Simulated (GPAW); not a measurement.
Two runs for the F K edge of atom 3 in KCrF3 (P4/mmm). Run A: GPAW, LDA, excited-electron core hole (neutral cell), 10-atom cell with 5.8 Å between holes, 5×5×5 k points, dipole transitions, Gaussian full width 0.9 eV up to 4 eV, rising linearly to 3.5 eV at 25 eV. Run B has a fault in its input.

Energy from the lowest empty level; intensity scaled to a mean of 1 over the first 20 eV:

```csv
E (eV),A,B
-2.0,0.00,0.00
-1.5,0.00,0.00
-1.0,0.00,0.01
-0.5,0.07,0.18
0.0,0.34,0.56
0.5,0.64,0.80
1.0,0.97,0.64
1.5,1.31,0.78
2.0,1.13,0.70
2.5,1.28,0.28
3.0,1.80,0.71
3.5,2.12,0.97
4.0,1.95,0.32
4.5,1.45,0.22
5.0,1.09,1.64
5.5,1.04,4.79
6.0,1.13,5.55
6.5,1.27,3.30
7.0,1.40,1.47
7.5,1.32,0.64
8.0,1.09,0.58
8.5,0.88,0.74
9.0,0.77,0.61
9.5,0.71,0.30
10.0,0.63,0.08
10.5,0.54,0.02
11.0,0.46,0.02
11.5,0.43,0.05
12.0,0.49,0.15
12.5,0.62,0.37
13.0,0.80,0.69
13.5,0.98,0.98
14.0,1.12,1.16
14.5,1.20,1.30
15.0,1.23,1.46
15.5,1.20,1.61
16.0,1.12,1.62
16.5,0.99,1.44
17.0,0.85,1.12
17.5,0.74,0.76
18.0,0.66,0.47
18.5,0.63,0.31
19.0,0.63,0.29
19.5,0.67,0.39
20.0,0.73,0.59
20.5,0.80,0.83
21.0,0.88,1.08
21.5,0.97,1.28
22.0,1.04,1.39
22.5,1.10,1.41
23.0,1.12,1.34
23.5,1.11,1.19
24.0,1.08,1.00
24.5,1.04,0.79
25.0,1.00,0.58
25.5,0.99,0.40
26.0,1.01,0.27
26.5,1.06,0.21
27.0,1.14,0.21
27.5,1.25,0.27
28.0,1.35,0.38
28.5,1.45,0.52
29.0,1.50,0.66
29.5,1.50,0.76
30.0,1.45,0.83
30.5,1.35,0.86
```

Q: What went wrong in run B?

The spectrum is summed over the zone centre alone. The scaled spectrum changes by 96 % r.m.s. Another feature, at 5.8 eV (5.77), becomes the highest below 16 eV; the one at 3.6 eV (2.14) is now at 3.4 eV (1.01). Other settings could leave a like mark; this is the one that was changed.

[Banner, clock and machine lines of the logs are left out without a mark of their own.]

[Logs are printed without paths, hosts, clocks, repeated set-up lines and the standing remarks that a program may print on its own settings, such as how far it seeks lower states.]

[Hosts, paths, dates, database ids (printed as entryN), source tags and the programs' standing remarks are cut or masked in the printed files.]

[Lists of maxima count a maximum above −3 eV only where it reaches 4 % of the highest in the window and stands out from its surroundings by 2 % of it (1.5 % where it reaches 55 %); shoulders and weaker maxima are passed over, and of the rest the first, up to two pre-edge ones and the few strongest are named.]
